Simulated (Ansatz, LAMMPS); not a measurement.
# Cd in place of Zn at several sites of glassy 59SiO2-41ZnO (mol %) (140 atoms), part 3 of 3

At which site of glassy 59SiO2-41ZnO (mol %) (140 atoms) does Cd in place of Zn cost least, and what about the site decides it?

Ansatz 0.2.0; Kohn-Sham DFT, PBEsol, PAW (set soft_2), plane waves.

The cell: 32 Si, 22 Zn and 86 O. The quench rate of 50 K/ps far exceeds what a furnace or splat quench reaches. The network of bonds at the start is that of the classical potential that made the cell. Only the Γ point is sampled, in a cell whose shortest periodic width is 12 Å.

So far. Step 2 (Single point at the start): The r.m.s. force at the start is 0.90 eV/Å. Step 3 (Relaxation): The relaxation converged after 18 steps, 6.03 eV below its start, with a largest force component of 0.017 eV/Å.

## (5) Cd on a site of Zn, site Zn36

The site has 3 bonded neighbours (O3) at 1.97 Å on average, by cutoffs that count no bonds between two metal atoms or like ions. The change is made in the relaxed cell and the atoms are relaxed again, with spin allowed.

File input.yaml:

```yaml
crystal:
  lattice:
    - [12.24528, 0.0, 0.0]
    - [0.0, 12.24528, 0.0]
    - [0.0, 0.0, 12.24528]
  atoms:
    [... atom lines 1 to 32 left out ...]
    - { symbol: Zn, position: [0.8117, 0.02603, 0.68704] }
    - { symbol: Zn, position: [0.26556, 0.3949, 0.80907] }
    - { symbol: Zn, position: [0.58123, 0.50236, 0.10396] }
    - { symbol: Cd, position: [0.9061, 0.1291, 0.39206], spin: 0.6 }
    - { symbol: Zn, position: [0.79649, 0.44065, 0.09111] }
    - { symbol: Zn, position: [0.47717, 0.56536, 0.71948] }
    - { symbol: Zn, position: [0.40124, 0.21726, 0.06329] }
    [... atom lines 40 to 140 left out ...]
magnetization:
  spin_polarized: true
kpoints:
  mp_grid: { grid: [1, 1, 1] }
hamiltonian:
  xc: pbesol
scf:
  occupations: { method: fermi_dirac, width: 0.025 }
  lower_state_search: "off"
output:
  forces: true
  eigenvalues: true
relax:
  f_tol: 0.05
  max_steps: 90
```

Started as:

```console
$ ansatz run input.yaml --threads 4 --pin off --max-ram 8192MiB --backend cpu --events-out ev --progress --plain --runs-dir out
```

Numbers of over 12 decimals in the logs are rounded to 6 here.

Log:

```text
[...]
Crystal: 140 atoms, lattice volume = 1836.142 Å³
Basis set: ecut = 420 eV, 35825 PW (Γ), exchange–correlation on 180×180×180 points (8 copies of the dense FFT grid, shifted against one another)
Bands: 600, of which v1, the nominal top of the filled ones, is band 458 counted from 1 (457 counted from 0)
Symmetry: 1 space group operations
[...]
k-points: 1
[...]
Starting moments: Σ|m| = 2.4 μB on 4 of 140 sites
[...]
SCF iter   1: F=—  HF=-145372.087167 eV  |F-HF|=—  |Δ(HF+E_count)|=         —  Δρ=5.69e-2 (↑5.39e-2 ↓5.69e-2)  dr2=1.91e2  dr2_m=1.06e0  M=0.000 μB ∫|m|=0.407 μB  β_m=0.30  ethr=3.10e-3  ⟨swp⟩=6.0  Hψ=5199  notcnv=0  defer=47
[...]
spin=Collinear: Resta preconditioning applied to the charge; magnetization (m = ρ↑ − ρ↓) channel mixes plain (no charge-response kernel on spin).
SCF iter   2: F=—  HF=-145326.639913 eV  |F-HF|=—  |Δ(HF+E_count)|=    4.54e1  Δρ=3.08e-2 (↑2.90e-2 ↓3.08e-2)  dr2=6.10e1  dr2_m=5.51e-1  M=0.000 μB ∫|m|=0.326 μB  β_m=0.30  ethr=3.10e-3  ⟨swp⟩=2.5  Hψ=2312  notcnv=0  defer=269
[...]
SCF iter   7: F=—  HF=-145307.234848 eV  |F-HF|=—  |Δ(HF+E_count)|=   5.44e-2  Δρ=1.43e-3 (↑1.28e-3 ↓1.43e-3)  dr2=1.63e-2  dr2_m=2.65e-2  M=0.000 μB ∫|m|=0.103 μB  β_m=0.30  ethr=1.76e-5  ⟨swp⟩=3.0  Hψ=1851  notcnv=0  defer=272
[...]
spin-set hold released at iteration 7 (site moments contracting): the magnetisation degrees of freedom join the quasi-Newton model from the next iteration; the mixer history was flushed
SCF iter   8: F=—  HF=-145307.248252 eV  |F-HF|=—  |Δ(HF+E_count)|=   1.34e-2  Δρ=1.04e-3 (↑9.72e-4 ↓1.04e-3)  dr2=9.25e-3  dr2_m=1.50e-2  M=0.000 μB ∫|m|=0.082 μB  β_m=0.65  ethr=1.77e-6  ⟨swp⟩=2.0  Hψ=1194  notcnv=0  defer=272
[...]
SCF iter  12: F=-145307.268434 eV  HF=-145307.268411 eV  |F-HF|=2.29e-5  |Δ(HF+E_count)|=   4.48e-5  Δρ=1.62e-5 (↑1.60e-5 ↓1.62e-5)  dr2=2.11e-5  dr2_m=2.49e-7  M=0.000 μB ∫|m|=0.000 μB  ethr=6.82e-9  ⟨swp⟩=14.0  Hψ=6669  notcnv=0
WARN: the starting moments were not kept: the SCF closed with an absolute magnetisation of 4.4e-4 μB, where they sum to 2.4 μB in size (4 sites). That is at most 0.1 of that sum. Measured as dr2_m measures the in/out step, that magnetisation stands 2.6e-8 eV from none, [...]
SCF 1 converged in 12 iterations: F = -145307.268434 eV  dr2 = 2.11e-5
[...]
relax step   1: F+E_penalty+E_count = -145307.26843393 eV  Δ(F+E_penalty+E_count) = +0.000e0 eV  max|allowed force component| = 3.134e0 eV/Å  Δτ_max = 0.0000 Å  (12 SCF iters, dr2 threshold 6.25e-5 eV, accepted)
[... from here on, the SCF cycles and remarks between the steps are left out ...]
relax step   2: F+E_penalty+E_count = -145307.97643480 eV  Δ(F+E_penalty+E_count) = -7.080e-1 eV  max|allowed force component| = 1.211e0 eV/Å  Δτ_max = 0.1124 Å  (6 SCF iters, dr2 threshold 1.00e-4 eV, accepted)
relax step   3: F+E_penalty+E_count = -145308.16109853 eV  Δ(F+E_penalty+E_count) = -1.847e-1 eV  max|allowed force component| = 3.282e-1 eV/Å  Δτ_max = 0.2000 Å  (6 SCF iters, dr2 threshold 9.16e-5 eV, accepted)
relax step   4: F+E_penalty+E_count = -145308.20849040 eV  Δ(F+E_penalty+E_count) = -4.739e-2 eV  max|allowed force component| = 1.199e-1 eV/Å  Δτ_max = 0.0406 Å  (7 SCF iters, dr2 threshold 7.91e-6 eV, accepted)
relax step   5: F+E_penalty+E_count = -145308.21649913 eV  Δ(F+E_penalty+E_count) = -8.009e-3 eV  max|allowed force component| = 6.955e-2 eV/Å  Δτ_max = 0.0134 Å  (8 SCF iters, accepted)
relax step   6: F+E_penalty+E_count = -145308.14588031 eV  Δ(F+E_penalty+E_count) = +7.062e-2 eV  max|allowed force component| = 3.065e-1 eV/Å  Δτ_max = 0.2000 Å  (11 SCF iters, rejected (line search))
relax step   7: F+E_penalty+E_count = -145308.22773551 eV  Δ(F+E_penalty+E_count) = -1.124e-2 eV  max|allowed force component| = 5.821e-2 eV/Å  Δτ_max = 0.0665 Å  (11 SCF iters, accepted)
relax step   8: F+E_penalty+E_count = -145308.22878880 eV  Δ(F+E_penalty+E_count) = -1.053e-3 eV  max|allowed force component| = 5.701e-2 eV/Å  Δτ_max = 0.0301 Å  (8 SCF iters, accepted)
relax step   9: F+E_penalty+E_count = -145308.22961665 eV  Δ(F+E_penalty+E_count) = -8.279e-4 eV  max|allowed force component| = 1.316e-1 eV/Å  Δτ_max = 0.0137 Å  (8 SCF iters, accepted)
relax step  10: F+E_penalty+E_count = -145308.22774467 eV  Δ(F+E_penalty+E_count) = +1.872e-3 eV  max|allowed force component| = 1.272e-1 eV/Å  Δτ_max = 0.0425 Å  (5 SCF iters, dr2 threshold 1.66e-5 eV, rejected (line search))
relax step  11: F+E_penalty+E_count = -145308.23185340 eV  Δ(F+E_penalty+E_count) = -2.237e-3 eV  max|allowed force component| = 3.269e-2 eV/Å  Δτ_max = 0.0207 Å  (8 SCF iters, accepted)
SCF converged after 8 iterations
Magnetization: 0.0000 μB (458.0000 up, 458.0000 down)
Absolute magnetization: 0.0000 μB (∫|ρ↑−ρ↓|, with the PAW one-centre terms)
[...]
Per-site moments (μB) at R_I (Å): [(-9.920279659197701e-10, 0.660730), (2.5299653918750913e-10, 0.664662), (5.795513551867417e-10, 0.672324), (1.6763158075990074e-10, 0.662388), (2.458482331089702e-10, [...]
Free energy (F): -145308.231853 eV
[...]
Internal energy: -145308.231853 eV  (E = F + TS)
E sigma→0 (E₀):  -145308.231853 eV
Fermi energy:    5.323520 eV
[...]
--- Forces (eV/Å), atoms counted from 1 ---
  atom   1  Si    -0.00905627     0.00919252     0.00312921
  atom   2  Si     0.00844902     0.00386041    -0.00040220
  atom   3  Si     0.00765993    -0.00486099    -0.00255496
  atom   4  Si    -0.00214857     0.00078966     0.00066282
  atom   5  Si     0.00303271     0.00093700     0.00029423
  atom   6  Si     0.00815234     0.01242576    -0.00231535
  atom   7  Si     0.00356134    -0.00394325    -0.00324319
  atom   8  Si     0.00060448    -0.00460257     0.00150101
  atom   9  Si     0.01202213     0.00763838    -0.00642907
  atom  10  Si    -0.00517419    -0.00154197    -0.00172260
  atom  11  Si    -0.01095060    -0.00171003     0.00002856
  atom  12  Si     0.00472655    -0.00253928    -0.00258422
  atom  13  Si     0.00228544    -0.00522834    -0.00276090
  atom  14  Si     0.00030574     0.00284440     0.00058277
[...]
atom 139  O     -0.00028174     0.00043863     0.00272913
  atom 140  O     -0.00456815     0.00422328     0.00229305
  max |Σ_I F_I| component: 1.33e-4 eV/Å
--- Band table (eV) ---
[...]
--- Relaxed structure (11 steps of the walk, 9 accepted, 0 SCFs on fresh bases) ---
  F+E_penalty+E_count = -145308.23185340 eV   max|allowed force component| = 3.269e-2 eV/Å
  atoms:
    - { symbol: Si, position: [0.088793, 0.026530, 0.676842] }
    - { symbol: Si, position: [0.774697, 0.695311, 0.034562] }
    - { symbol: Si, position: [0.676957, 0.276658, 0.706635] }
    - { symbol: Si, position: [0.217705, 0.078239, 0.893498] }
[...]
- { symbol: O, position: [0.392559, 0.481959, 0.612437] }
```

Elapsed: 16 min, on 4 threads of Arm Neoverse V2, shared host; peak memory 5.1 GiB.

The program notes that starting moments were not kept.

The relaxation converged after 11 steps, 0.963 eV below its start, with a largest force component of 0.033 eV/Å.

A closer look about the Cd atom, after relaxation: 10 atoms, nearest first, numbered in the order of the input, with positions taken from that point.

| atom | x | y | z | distance (Å) | bonds |
| --- | --- | --- | --- | --- | --- |
| Cd36 | 0.00 | 0.00 | 0.00 | 0.00 | 4 |
| O75 | 1.03 | 1.48 | 1.18 | 2.16 | 3 |
| O93 | 0.66 | -1.97 | -0.66 | 2.18 | 3 |
| O82 | -0.26 | 1.57 | -1.64 | 2.29 | 3 |
| O67 | -2.27 | -0.65 | -0.46 | 2.41 | 3 |
| O129 | -1.19 | -1.99 | 1.46 | 2.74 | 3 |
| O104 | 2.33 | 1.10 | -1.11 | 2.80 | 3 |
| Si21 | 2.33 | 1.92 | 0.31 | 3.04 | 4 |
| O135 | -1.97 | 2.36 | 0.23 | 3.08 | 2 |
| Si31 | -1.66 | 2.36 | -1.38 | 3.20 | 4 |

The column of bonds counts only the pairs O-Si within 2.08 Å, O-Zn within 2.38 Å, O-Cd within 2.58 Å; other neighbours, such as metal atoms beside each other in a compound, aren't counted, and periodic images can show an atom twice.

The largest move is 0.33 Å, by Cd36.

## (6) Cd on a site of Zn, site Zn41

The site has 4 bonded neighbours (O4) at 2.00 Å on average. 

Input and log are left out; they have the form of those shown for this kind of step.

The job ended after 16 min (4 threads of Arm Neoverse V2, shared host; peak memory 5.2 GiB; 65 min of CPU time).

The relaxation converged after 11 steps, 0.990 eV below its start, with a largest force component of 0.042 eV/Å.

Local excerpt of 13 atoms (numbers count through the whole input) about the Cd atom, after relaxation; x, y, z are measured from there.

```csv
atom,x,y,z,distance (Å),bonds
Cd41,0.00,0.00,0.00,0.00,4
O133,-1.98,0.22,0.75,2.13,3
O121,-0.17,-1.77,-1.25,2.17,3
O57,2.06,0.57,0.50,2.20,3
O120,-0.38,1.28,-1.84,2.28,3
Si27,1.86,1.71,1.67,3.03,4
O65,0.97,0.87,2.78,3.07,2
Zn49,-1.29,2.79,-1.19,3.30,3
O58,1.01,2.97,1.11,3.32,2
Si5,0.85,1.42,-2.91,3.35,4
Zn35,3.27,0.27,-0.99,3.42,4
Si9,-1.49,-2.34,-2.05,3.45,4
O98,2.30,1.42,-2.18,3.47,3
```

The column of bonds counts only the pairs O-Si within 2.08 Å, O-Zn within 2.48 Å, O-Cd within 2.68 Å; other neighbours, such as metal atoms beside each other in a compound, aren't counted, and periodic images can show an atom twice.

The largest move is 0.25 Å, by O57.

## (7) Cd on a site of Zn, site Zn33

The site has 4 bonded neighbours (O4) at 2.02 Å on average. 

Input and log are left out; they have the form of those shown for this kind of step.

Elapsed: 30 min, on 4 threads of Arm Neoverse V2, shared host; peak memory 5.2 GiB.

The relaxation was stopped at its limit after 19 steps, 1.03 eV below its start, with a largest force component of 0.18 eV/Å.

## (8) Cd on a site of Zn, site Zn46

The site has 4 bonded neighbours (O4) at 1.99 Å on average. 

Input and log are left out; they have the form of those shown for this kind of step.

Wall time 15 min (4 threads of Arm Neoverse V2, shared host); peak memory 5.1 GiB.

The relaxation was stopped at its limit after 8 steps, 1.17 eV below its start, with a largest force component of 0.052 eV/Å.

## (9) The sites compared

All these cells hold the same atoms, so their energies can be compared with no chemical potential.

```csv
site,neighbours,mean distance (Å),atoms within 6 Å,energy over the best site (eV),before relaxation (eV),gain on relaxing (eV)
Zn33 *,O4,2.02,71,0.00,0.00,1.03
Zn36,O3,1.97,71,0.07,0.00,0.96
Zn41,O4,2.00,62,0.34,0.30,0.99
Zn46 *,O4,1.99,62,0.66,0.81,1.17
```

* The relaxation didn't finish, so this cell's energy would fall further, and differences against it can move either way. Neighbours are those of the relaxed host within 2.43 Å (O-Zn); other pairs aren't counted.

## (10) Outcome

The cheapest site is Zn33 (4 neighbours, O4, relaxation unfinished); the dearest, Zn46 (4 neighbours, O4, relaxation unfinished), costs 0.66 eV more. By coordination the energies over the best site are 0.07 eV with 3 neighbours and 0.00 to 0.66 eV with 4 neighbours. Relaxation gains 0.96 to 1.2 eV and leaves the best site the same.

**Limits.** Defects are neutral and interact with their images. The reference ran with fermi-dirac smearing of 0.025 eV, but 4 of the 4 defect cells with fermi-dirac smearing of 0.025 eV, spin polarised. In a disordered cell the relaxation can also rearrange atoms far from the site. In the spin-polarised runs the search for a state of lower energy was switched off. Only 4 of the 22 Zn sites were tried; unless symmetry makes the others alike to these, a cheaper one may exist.

The DFT runs together took 86 min of wall time.

[Logs are printed without paths, hosts, clocks, repeated set-up lines and the standing remarks that a program may print on its own settings, such as how far it seeks lower states.]

[Hosts, paths, dates, database ids (printed as entryN), source tags and the programs' standing remarks are cut or masked in the printed files.]
